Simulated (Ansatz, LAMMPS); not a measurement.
# Molecular dynamics of glassy 53SiO2-26Al2O3-11ZnO-11CaO (mol %) (63 atoms)

Aim: follow glassy 53SiO2-26Al2O3-11ZnO-11CaO (mol %) (63 atoms) for a short time with forces from DFT, then look at structure and electrons in the last frame.

Program: Ansatz 0.2.0. Level of theory: Kohn-Sham DFT, PBE, PAW (set soft_2), plane waves. Results are calculated unless marked as measured.

### Step 1. Starting point

The cell holds 63 atoms: 10 Si, 10 Al, 2 Zn, 2 Ca and 39 O. Cell: a = 9.234 Å, b = 9.234 Å, c = 9.234 Å, α = 90.0°, β = 90.0°, γ = 90.0°. 63 atoms (10 Si, 10 Al, 2 Zn, 2 Ca, 39 O) placed at random at 2.76 g/cm³, melted at 4000 K for 10 ps at fixed volume with the Morse and Coulomb pair potential with partial charges (Pedone, Malavasi, Menziani, Cormack and Segre, J. Phys. Chem. B 110, 11780 (2006)). Quenched from 4000 K to 300 K at 6 K/ps and fixed volume, held 10 ps at zero pressure.

Limits known from the start: The quench rate of 6 K/ps far exceeds what a furnace or splat quench reaches, so expect more defects and frozen-in strain than in a real sample. The network of bonds at the start is that of the classical potential that made the cell, and needn't be the one that DFT or experiment would give. The Brillouin zone is sampled at Γ only, in a cell whose shortest periodic width is 9 Å.

### Step 2. Dynamics at 900 K

Without a thermostat the total energy must stay constant, which tests forces and time step. The time step is 1.0 fs.

Contents of input.yaml:

```yaml
crystal:
  lattice:
    - [9.23443, 0.0, 0.0]
    - [0.0, 9.23443, 0.0]
    - [0.0, 0.0, 9.23443]
  atoms:
    - { symbol: Si, position: [0.34369, 0.04343, 0.14582] }
    - { symbol: Si, position: [0.37259, 0.95577, 0.8183] }
    - { symbol: Si, position: [0.31883, 0.90271, 0.4377] }
    - { symbol: Si, position: [0.02418, 0.70117, 0.0926] }
    [... 53 atom lines left out ...]
    - { symbol: O, position: [0.01, 0.341, 0.10193] }
    - { symbol: O, position: [0.49672, 0.83162, 0.81996] }
    - { symbol: O, position: [0.81639, 0.44753, 0.34786] }
    - { symbol: O, position: [0.26723, 0.61073, 0.72777] }
    - { symbol: O, position: [0.81924, 0.14061, 0.17512] }
    - { symbol: O, position: [0.50144, 0.32927, 0.37365] }
kpoints:
  mp_grid: { grid: [1, 1, 1] }
hamiltonian:
  xc: pbe
scf:
  occupations: { method: fermi_dirac, width: 0.078 }
output:
  forces: true
md:
  timestep: 1.0
  n_steps: 200
  ensemble: nve
  temperature: 900
  initial_velocities: maxwell_boltzmann
  seed: 3054
```

On the command line:

```console
$ ansatz run input.yaml --threads 4 --pin off --max-ram 8192MiB --backend cpu --events-out ev --progress --plain --runs-dir out
```

Wall time 3 min (4 threads of AMD EPYC 9R45, shared host); peak memory 1.1 GiB.

The program notes that it switched symmetry off.

Rows from the run:

| time (fs) | T (K) | potential (meV/atom) | conserved (meV/atom) |
| --- | --- | --- | --- |
| 0.0 | 900 | 0.0 | 0.00 |
| 13.0 | 785 | 14.6 | 0.05 |
| 27.0 | 714 | 23.7 | 0.09 |
| 40.0 | 694 | 26.3 | 0.07 |
| 53.0 | 748 | 19.5 | 0.10 |
| 67.0 | 737 | 20.9 | 0.14 |
| 80.0 | 856 | 5.7 | 0.09 |
| 93.0 | 896 | 0.5 | 0.05 |
| 107.0 | 824 | 9.8 | 0.05 |
| 120.0 | 752 | 19.0 | 0.09 |
| 133.0 | 683 | 27.8 | 0.11 |
| 147.0 | 740 | 20.5 | 0.10 |
| 160.0 | 730 | 21.8 | 0.13 |
| 173.0 | 747 | 19.6 | 0.13 |
| 187.0 | 798 | 13.1 | 0.11 |
| 200.0 | 893 | 1.0 | 0.06 |

Mean square displacement from the first frame to the last: Si 0.028 Å², Al 0.064 Å², Zn 0.12 Å², Ca 0.14 Å², O 0.11 Å².

The mean square displacement by time lag:

| time lag (fs) | Al (Å²) | Ca (Å²) | O (Å²) | Si (Å²) | Zn (Å²) |
| --- | --- | --- | --- | --- | --- |
| 1.0 | 7.6e-5 | 4.6e-5 | 1.2e-4 | 7.5e-5 | 2.1e-5 |
| 5.0 | 0.00186 | 0.00114 | 0.00285 | 0.00183 | 5.2e-4 |
| 9.0 | 0.00577 | 0.00366 | 0.00865 | 0.00549 | 0.00167 |
| 13.0 | 0.0113 | 0.00749 | 0.0165 | 0.0102 | 0.00346 |
| 17.0 | 0.0177 | 0.0126 | 0.0251 | 0.0151 | 0.00584 |
| 21.0 | 0.0243 | 0.0187 | 0.0338 | 0.0195 | 0.00876 |
| 25.0 | 0.0308 | 0.0258 | 0.0419 | 0.0231 | 0.0122 |
| 29.0 | 0.0367 | 0.0336 | 0.0496 | 0.0259 | 0.0159 |
| 34.0 | 0.0431 | 0.0443 | 0.0588 | 0.0289 | 0.0211 |
| 38.0 | 0.0476 | 0.0532 | 0.0661 | 0.0312 | 0.0255 |
| 42.0 | 0.0516 | 0.0623 | 0.0733 | 0.0333 | 0.0300 |
| 46.0 | 0.0553 | 0.0715 | 0.0802 | 0.0353 | 0.0346 |
| 50.0 | 0.0587 | 0.0807 | 0.0866 | 0.0370 | 0.0393 |
| 54.0 | 0.0618 | 0.0899 | 0.0924 | 0.0383 | 0.0441 |
| 58.0 | 0.0647 | 0.0990 | 0.0977 | 0.0395 | 0.0489 |
| 62.0 | 0.0673 | 0.108 | 0.103 | 0.0406 | 0.0536 |
| 67.0 | 0.0700 | 0.120 | 0.109 | 0.0423 | 0.0596 |
| 71.0 | 0.0718 | 0.130 | 0.115 | 0.0440 | 0.0643 |
| 75.0 | 0.0732 | 0.140 | 0.120 | 0.0459 | 0.0688 |
| 79.0 | 0.0745 | 0.150 | 0.126 | 0.0479 | 0.0732 |
| 83.0 | 0.0757 | 0.161 | 0.132 | 0.0498 | 0.0773 |
| 87.0 | 0.0770 | 0.172 | 0.137 | 0.0514 | 0.0811 |
| 91.0 | 0.0785 | 0.184 | 0.142 | 0.0528 | 0.0845 |
| 95.0 | 0.0800 | 0.196 | 0.148 | 0.0542 | 0.0875 |
| 100.0 | 0.0819 | 0.211 | 0.154 | 0.0562 | 0.0907 |

Over the second half of 200 fs the temperature averages 774 K with swings of 49 K r.m.s. The conserved energy stays within 0.15 meV/atom. From first frame to last Ca has the largest mean square displacement, 0.14 Å² at the end; the farthest move is 0.67 Å. The run spans 0.20 ps, too short for its means to be equilibrium values.

### Step 3. Structure statistics late in the run

The g(r) is a mean over the second half.

Density 2.92 g/cm³, 12.50 Å³ an atom.

Mean of 14 frames. Pair distribution functions g(r), in bins of 0.2 Å:

| r (Å) | total | O-O | O-Al | O-Si | O-Ca | O-Zn | Al-Al |
| --- | --- | --- | --- | --- | --- | --- | --- |
| 1.50 | 0.65 | 0.00 | 0.00 | 3.31 | 0.00 | 0.00 | 0.00 |
| 1.70 | 2.73 | 0.00 | 5.50 | 8.34 | 0.00 | 0.27 | 0.00 |
| 1.90 | 0.99 | 0.00 | 4.19 | 0.26 | 0.00 | 2.91 | 0.00 |
| 2.10 | 0.32 | 0.00 | 0.68 | 0.00 | 1.35 | 3.25 | 0.00 |
| 2.30 | 0.23 | 0.12 | 0.08 | 0.00 | 2.46 | 1.86 | 0.00 |
| 2.50 | 0.60 | 1.29 | 0.00 | 0.00 | 1.67 | 1.01 | 0.00 |
| 2.70 | 1.44 | 3.27 | 0.23 | 0.06 | 2.04 | 0.28 | 1.22 |
| 2.90 | 1.23 | 2.25 | 0.42 | 0.21 | 0.65 | 0.00 | 2.19 |
| 3.10 | 1.19 | 1.25 | 0.54 | 0.39 | 0.47 | 0.52 | 4.12 |
| 3.30 | 0.97 | 0.72 | 0.69 | 0.88 | 0.74 | 0.87 | 1.85 |
| 3.50 | 0.89 | 0.62 | 0.95 | 1.33 | 0.58 | 0.63 | 0.18 |
| 3.70 | 1.01 | 0.53 | 1.40 | 1.55 | 1.31 | 1.68 | 0.13 |
| 3.90 | 0.95 | 0.59 | 1.30 | 1.57 | 0.93 | 0.82 | 0.54 |
| 4.10 | 0.93 | 0.58 | 1.29 | 1.68 | 1.05 | 0.71 | 0.43 |
| 4.30 | 1.06 | 0.71 | 1.44 | 1.44 | 1.19 | 1.75 | 0.51 |
| 4.50 | 1.02 | 0.93 | 1.19 | 0.92 | 1.09 | 1.51 | 1.10 |

### Step 4. Single point at the last frame

The last frame is solved again with fuller output, to read the electronic structure of a thermally displaced geometry.

Contents of input.yaml:

```yaml
crystal:
  lattice:
    - [9.23443, 0.0, 0.0]
    - [0.0, 9.23443, 0.0]
    - [0.0, 0.0, 9.23443]
  atoms:
    - { symbol: Si, position: [0.34499, 0.05181, 0.14266] }
    - { symbol: Si, position: [0.38079, 0.94874, 0.81371] }
    - { symbol: Si, position: [0.33049, 0.89909, 0.43443] }
    - { symbol: Si, position: [0.01933, 0.70103, 0.10265] }
    [... 53 atom lines left out ...]
    - { symbol: O, position: [0.01237, 0.32208, 0.08876] }
    - { symbol: O, position: [0.48136, 0.80254, 0.83155] }
    - { symbol: O, position: [0.80593, 0.45204, 0.32639] }
    - { symbol: O, position: [0.27248, 0.63679, 0.71007] }
    - { symbol: O, position: [0.83196, 0.13084, 0.18013] }
    - { symbol: O, position: [0.52477, 0.30408, 0.39584] }
kpoints:
  mp_grid: { grid: [1, 1, 1] }
hamiltonian:
  xc: pbe
scf:
  occupations: { method: fixed }
output:
  forces: true
  stress: true
  populations: true
  dos:
    method: { smearing: { sigma: 0.15 } }
    de: 0.1
    projected: { site_lists: { Al: [Al], Ca: [Ca], O: [O], Si: [Si], Zn: [Zn] } }
  eigenvalues: true
  write_density: true
  write_potential: true
  volumetric_format: npy
  elf: true
```

Elapsed: 2.6 s, on 4 threads; peak memory 1 GiB.

The run gave:

- free energy: -44203.0307 eV
- free energy per atom: -701.6354 eV/atom
- SCF cycles: 9
- pressure: 4.123 GPa
- r.m.s. force component: 1.273 eV/Å
- longest force: 5.808 eV/Å
- Fermi energy: 4.456 eV
- gap (highest filled to lowest empty level): 3.376 eV
- spilling of the projection: 0.0113

Length of the force by element:

| element | coordination | atoms | mean length of the force (eV/Å) | spread | least | most |
| --- | --- | --- | --- | --- | --- | --- |
| Al | all | 10 | 2.17 | 0.598 | 1.46 | 3.22 |
| Ca | all | 2 | 1.70 | 0.938 | 0.763 | 2.64 |
| O | all | 39 | 1.71 | 0.814 | 0.655 | 4.03 |
| Si | all | 10 | 2.86 | 1.41 | 1.06 | 5.81 |
| Zn | all | 2 | 1.66 | 0.396 | 1.26 | 2.05 |

Löwdin charges by element (they lack the spilled electrons, 0.062 e an atom on average):

| element | coordination | atoms | mean charge (e) | spread | least | most |
| --- | --- | --- | --- | --- | --- | --- |
| Al | all | 10 | 1.33 | 0.0509 | 1.24 | 1.41 |
| Ca | all | 2 | 1.82 | 0.0097 | 1.81 | 1.83 |
| O | all | 39 | -0.849 | 0.0607 | -0.971 | -0.747 |
| Si | all | 10 | 1.71 | 0.0459 | 1.61 | 1.76 |
| Zn | all | 2 | 1.52 | 2.0e-4 | 1.52 | 1.52 |

Density of states as counts of states in windows of 1 eV (from the Fermi level), total and the larger projections:

| from (eV) | to (eV) | total | O p | Zn d | Si p | O s |
| --- | --- | --- | --- | --- | --- | --- |
| -18 | -17 | 25.2 | 0.3 | 0.0 | 1.8 | 19.5 |
| -17 | -16 | 15.6 | 0.1 | 0.0 | 1.0 | 12.4 |
| -16 | -15 | 0.7 | 0.0 | 0.0 | 0.0 | 0.6 |
| -15 | -10 | 0.0 | 0.0 | 0.0 | 0.0 | 0.0 |
| -10 | -9 | 4.0 | 2.7 | 0.0 | 0.2 | 0.2 |
| -9 | -8 | 5.5 | 3.8 | 0.0 | 0.2 | 0.3 |
| -8 | -7 | 9.2 | 6.5 | 0.1 | 0.7 | 0.4 |
| -7 | -6 | 20.2 | 14.7 | 0.7 | 1.8 | 0.5 |
| -6 | -5 | 29.6 | 18.7 | 5.8 | 2.1 | 0.6 |
| -5 | -4 | 37.6 | 22.8 | 9.5 | 1.7 | 0.8 |
| -4 | -3 | 36.4 | 30.4 | 1.6 | 1.1 | 0.7 |
| -3 | -2 | 43.5 | 38.9 | 0.9 | 0.8 | 0.7 |
| -2 | -1 | 45.7 | 42.4 | 0.8 | 0.5 | 0.4 |
| -1 | 0 | 20.6 | 19.4 | 0.3 | 0.2 | 0.1 |
| 0 | 1 | 1.8 | 1.7 | 0.0 | 0.0 | 0.0 |
| 1 | 3 | 0.0 | 0.0 | 0.0 | 0.0 | 0.0 |
| 3 | 4 | 2.0 | 0.1 | 0.0 | 0.0 | 0.5 |
| 4 | 5 | 1.4 | 0.2 | 0.0 | 0.1 | 0.2 |

With fixed occupations the program's Fermi level is the highest filled level; weight inside the gap is the broadening of levels at its edges.

Between -26 and -18 eV lie 48 more states.

The levels nearest the highest filled one (over half full), pooled over k-points and spins:

| level less the highest filled one (eV) | occupation |
| --- | --- |
| -0.531 | 2 |
| -0.419 | 2 |
| -0.374 | 2 |
| -0.279 | 2 |
| -0.0703 | 2 |
| 0 | 2 |
| 3.38 | 0 |
| 4.92 | 0 |
| 5.33 | 0 |
| 5.52 | 0 |
| 5.64 | 0 |
| 5.83 | 0 |

Mean Löwdin charges: Al +1.33, Ca +1.82, O -0.85, Si +1.71, Zn +1.52 e (they miss 1.1 % of the electrons, so they add up to more than the cell's charge).

1 further run on a deliberately doubtful input is not shown.

### Step 5. Summary of results

| Item | Value |
| --- | --- |
| mean temperature, second half | 774.3 K |
| temperature swing, second half | 48.66 K |
| slope of the conserved energy against time, by least squares | 0.0723 meV/atom/ps |
| free energy per atom | -701.6354 eV/atom |
| pressure | 4.123 GPa |
| r.m.s. force component | 1.273 eV/Å |
| gap (highest filled to lowest empty level) | 3.376 eV |
| wall time of the 2 DFT runs | 3 min |

In words: Over the second half of 200 fs the temperature averages 774 K with swings of 49 K r.m.s. The conserved energy stays within 0.15 meV/atom. The run spans 0.20 ps, too short for its means to be equilibrium values. Between filled and empty levels lie 3.38 eV (at Γ alone); a semilocal functional tends to put such gaps too low. In a disordered cell it changes from sample to sample, and tail or defect levels can set it.

What to keep in mind: The pressure of 4.1 GPa is that of one thermal frame at a volume set beforehand, without the kinetic term.

[Logs are printed without paths, hosts, clocks, repeated set-up lines and the standing remarks that a program may print on its own settings, such as how far it seeks lower states.]

[Hosts, paths, dates, database ids (printed as entryN), source tags and the programs' standing remarks are cut or masked in the printed files.]
